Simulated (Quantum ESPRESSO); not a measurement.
Records of electronic-structure calculations.

```cif
data_cops3
_symmetry_space_group_name_H-M 'C2/m'
_symmetry_Int_Tables_number 12
_cell_length_a 5.7704
_cell_length_b 9.9929
_cell_length_c 6.8596
_cell_angle_alpha 90.000
_cell_angle_beta 106.337
_cell_angle_gamma 90.000
_cell_volume 379.58
loop_
_atom_site_label
_atom_site_type_symbol
_atom_site_symmetry_multiplicity
_atom_site_Wyckoff_symbol
_atom_site_fract_x
_atom_site_fract_y
_atom_site_fract_z
_atom_site_occupancy
Co1 Co 4 h 0.50000 0.16672 0.50000 1
P1 P 4 i 0.05565 0.00000 0.66432 1
S1 S 8 j 0.25004 0.17734 0.71739 1
S2 S 4 i 0.28110 0.00000 0.28185 1
_calc_subject 'Magnetic state of CoPS3 from several starts'
_calc_method 'PBEsol with U = 3.5 eV on Co d (ortho-atomic projectors); plane waves with GBRV 1.5 PBEsol potentials, no spin-orbit coupling, projections on orthogonalised atomic orbitals (and 2 further levels or steps)'
_calc_program 'Quantum ESPRESSO 7.5'
_calc_settings_of_one_run 'GBRV 1.5 PBEsol, cutoff 544.23 eV, 4×4×4 k-mesh, 57 bands, fermi-dirac occupations, smearing width 0.05 eV, collinear spin, SCF threshold 2.00e-8, Hubbard form dudarev, Hubbard projectors ortho-atomic, starting moments 3 -3 0 0 0 0 0 0 0 0 μB'
_calc_cost '4 runs, 9 min in all on 4 MPI ranks of Arm Neoverse V1, shared host (the runs of this entry)'
_calc_notes 'A computed site moment is spin alone and hangs on the region that is counted: the program’s spheres do not touch and miss the tail of the moment. Measured moments hold any orbital part as well, and belong to the order of the sample, which need not be the order of this run.'
_calc_lowest_state_found 'antiferromagnetic (from antiferro +-)'
_calc_largest_site_moment '2.31 μB'
_calc_next_state_with_moments 'ferromagnetic, 60.5 meV a seeded atom higher'
```

[Logs and program files are shortened in this print: banners, set-up blocks, solver, clock and traceback lines can be left out without a mark of their own.]

[Logs are printed without paths, hosts, clocks, repeated set-up lines and the standing remarks that a program may print on its own settings, such as how far it seeks lower states.]

[Hosts, paths, dates, database ids (printed as entryN), source tags and the programs' standing remarks are cut or masked in the printed files.]

[Where a cell is said to come from a database of computed structures, the database is the Materials Project.]
